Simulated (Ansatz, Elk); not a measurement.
# Sc3Rh4Pb: X-ray structure factors from the self-consistent density, part 2 of 2

Structure refinements treat a crystal as free atoms side by side. For a made-up structure of Sc3Rh4Pb (cell and positions from a PBE relaxation) the runs below show what the calculated density changes in F(hkl).

Elk 11.2.3 (patched build); all-electron DFT.

So far: The structure; Ground state and structure factors; The highest occupied states alone.

The structure was built from a prototype and need not be the compound's stable phase.

## 4. Another try

Level of this step: DFT, PBE, all-electron APW+lo, Dirac cores, scalar-relativistic bands, static density, no spin (Elk).

In this try the input is made faulty on purpose, to show what that does.

The input is changed as shown.

File elk.in:

```
tasks
  0
  195

xctype
  20

spinpol
  .false.

rgkmax
  3.5

gmaxvr
  14.0

lmaxo
  7

lmaxapw
  8

swidth
  0.002

tshift
  .false.

ramdisk
  .false.

hmaxvr
  5.5

maxscl
  60

epspot
  1e-06

sppath
  './'

avec
  6.82108159593 3.93815329591 5.92862266480
  -6.82108159593 3.93815329591 5.92862266480
  -0.00000000000 -7.87630659082 5.92862266548

atoms
  3
  'Pb.in'
  1
  0.1538027886 0.1538027886 0.1538027886   0.000000 0.000000 0.000000
  'Rh.in'
  4
  0.3699573205 0.6452310634 0.1766942336   0.000000 0.000000 0.000000
  0.6452310634 0.1766942336 0.3699573205   0.000000 0.000000 0.000000
  0.1766942336 0.3699573205 0.6452310634   0.000000 0.000000 0.000000
  0.8255871344 0.8255871344 0.8255871344   0.000000 0.000000 0.000000
  'Sc.in'
  3
  0.6627601858 0.3356261720 0.8456411016   0.000000 0.000000 0.000000
  0.3356261720 0.8456411016 0.6627601858   0.000000 0.000000 0.000000
  0.8456411016 0.6627601858 0.3356261720   0.000000 0.000000 0.000000

ngridk
  5 5 5
```

On the command line:

```console
$ OMP_NUM_THREADS=4 elk
```

Numbers of over 12 decimals in the logs are rounded to 6 here.

Output:

```text
┌─────────────────────────┐
│ Elk code version 11.2.3 │
└─────────────────────────┘

All units are atomic (Hartree, Bohr, etc.)

┌─────────────────────────────────────────────────┐
│ Ground-state run starting from atomic densities │
└─────────────────────────────────────────────────┘

Lattice vectors :
   6.821081596       3.938153296       5.928622665
  -6.821081596       3.938153296       5.928622665
  -0.000000000      -7.876306591       5.928622665

Reciprocal lattice vectors :
  0.4605710413      0.2659108147      0.3532684100
[...]
species : 3 (Sc)
[...]
atom 2                    :    19.17487449     ( -0.2161500756E-06)
   atom 3                    :    19.17487449     ( -0.2161500756E-06)
 total in muffin-tins        :    312.5749991
 total calculated charge     :    324.9981369
 total charge                :    325.0000000
 error                       :   0.1863085567E-02

┌──────────────────────────────┐
│ Self-consistent loop stopped │
└──────────────────────────────┘

Warning : the lowest level lies among the core levels :   -2.614623201      -2.395914524

Warning : core states of species 1 leak from the muffin-tin :   0.1669938553E-02

Wrote STATE.OUT
[key lines of the parts left out:]
total energy                :     -42359.106969100
```

Elapsed: 2 min, on 4 threads of Arm Neoverse V1, shared host; peak memory 0.35 GiB; 6.3 min of CPU time.

The run finished. A setting was moved off its sound value on purpose, so it serves as a test and not as the result.

The fault put into the input: a cutoff far too low.

Its structure factors differ from the first run's by R = 0.2 %.

## 5. Another functional

The difference from free atoms is small, so it is set against the change that PBEsol makes.

elk.in: that of step 4 with these lines changed.

```diff
@@ -5,3 +5,3 @@
 xctype
-  20
+  22
 
@@ -11,3 +11,3 @@
 rgkmax
-  3.5
+  7.0
 
@@ -35,3 +35,3 @@
 maxscl
-  60
+  120
```

On the command line:

```console
$ OMP_NUM_THREADS=4 elk
```

Output:

```text
┌─────────────────────────┐
│ Elk code version 11.2.3 │
└─────────────────────────┘

All units are atomic (Hartree, Bohr, etc.)

┌─────────────────────────────────────────────────┐
│ Ground-state run starting from atomic densities │
└─────────────────────────────────────────────────┘

Lattice vectors :
   6.821081596       3.938153296       5.928622665
  -6.821081596       3.938153296       5.928622665
  -0.000000000      -7.876306591       5.928622665

Reciprocal lattice vectors :
  0.4605710413      0.2659108147      0.3532684100
[...]
species : 3 (Sc)
[...]
atom 2                    :    19.21311807     ( -0.2162630057E-06)
   atom 3                    :    19.21311807     ( -0.2162630057E-06)
 total in muffin-tins        :    314.2402030
 total calculated charge     :    324.9981190
 total charge                :    325.0000000
 error                       :   0.1881020345E-02

┌──────────────────────────────┐
│ Self-consistent loop stopped │
└──────────────────────────────┘

Warning : the lowest level lies among the core levels :   -2.566380561      -2.468585664

Warning : core states of species 1 leak from the muffin-tin :   0.1518516752E-02

Wrote STATE.OUT
[key lines of the parts left out:]
total energy                :     -42344.844463857
```

Wall time 2.6 min (4 threads); peak memory 0.31 GiB; 8.7 min of CPU time.

Against the first run R = 0.01 %; the largest change is -0.056 at 3 -1 1.

## 6. Basis size

A smaller basis shows how fast F responds to it; the change is likely larger than the basis error of the first run, but doesn't show convergence.

elk.in: that of step 5 with these lines changed.

```diff
@@ -5,3 +5,3 @@
 xctype
-  22
+  20
 
@@ -11,3 +11,3 @@
 rgkmax
-  7.0
+  5.5
```

On the command line:

```console
$ OMP_NUM_THREADS=4 elk
```

Output:

```text
┌─────────────────────────┐
│ Elk code version 11.2.3 │
└─────────────────────────┘

All units are atomic (Hartree, Bohr, etc.)

┌─────────────────────────────────────────────────┐
│ Ground-state run starting from atomic densities │
└─────────────────────────────────────────────────┘

Lattice vectors :
   6.821081596       3.938153296       5.928622665
  -6.821081596       3.938153296       5.928622665
  -0.000000000      -7.876306591       5.928622665

Reciprocal lattice vectors :
  0.4605710413      0.2659108147      0.3532684100
[...]
species : 3 (Sc)
[...]
atom 2                    :    19.16707196     ( -0.2163140493E-06)
   atom 3                    :    19.16707196     ( -0.2163140493E-06)
 total in muffin-tins        :    313.7727996
 total calculated charge     :    324.9984271
 total charge                :    325.0000000
 error                       :   0.1572947324E-02

┌──────────────────────────────┐
│ Self-consistent loop stopped │
└──────────────────────────────┘

Warning : the lowest level lies among the core levels :   -2.593476457      -2.487284569

Warning : core states of species 1 leak from the muffin-tin :   0.1514400589E-02

Wrote STATE.OUT
[key lines of the parts left out:]
total energy                :     -42362.205208363
```

Wall time 2.2 min (4 threads); peak memory 0.3 GiB.

Against the first run R = 0.04 %; the largest change is +0.182 at 410.

## 7. Settings against the effect

| run | R against the first run (%) | R against neutral atoms, low angle (%) | wall time |
| --- | --- | --- | --- |
| PBE, rgkmax 7 | 0.00 | 0.36 | 2.8 min |
| PBEsol | 0.01 | 0.38 | 2.6 min |
| rgkmax 5.5 | 0.04 | 0.38 | 2.2 min |

## 8. Results

```
R against neutral atoms, sin θ/λ < 0.3 Å⁻¹ : 0.36 %
R against neutral atoms, 0.3 to 0.57 Å⁻¹   : 0.15 %
```

Independent neutral atoms miss the calculated amplitudes by R = 0.36 % below 0.3 Å⁻¹ and 0.15 % from there to 0.57 Å⁻¹; by shells, 0.34 % below 0.15 Å⁻¹ (3 forms), 0.36 % 0.15 to 0.3 (20 forms), 0.16 % 0.3 to 0.45 (52 forms), 0.13 % above 0.45 (74 forms). Bonding, aspherical density and the tables' own atoms all enter these figures, and the runs don't part them. The largest change of an amplitude is -0.87 electrons, at 113. R counts amplitudes alone; phases shift too. The window's part falls from 49.0 electrons at the origin to at most 0.51 between 0.45 and 0.57 Å⁻¹. Below 0.3 Å⁻¹ the changes that finished (PBEsol and rgkmax 5.5) move F by R = 0.04 % at most, against the 0.36 % that separates it from free atoms. The k-mesh has no finished test. These runs have no spin, though d or f shells may be open. Spin-orbit coupling is left out, which can matter for elements this heavy. Part of the difference isn't bonding: the tables are fits to free atoms and ions calculated by other methods than this functional. Thermal motion, anomalous dispersion and extinction are left out.

[Logs are printed without paths, hosts, clocks, repeated set-up lines and the standing remarks that a program may print on its own settings, such as how far it seeks lower states.]

[Hosts, paths, dates, database ids (printed as entryN), source tags and the programs' standing remarks are cut or masked in the printed files.]
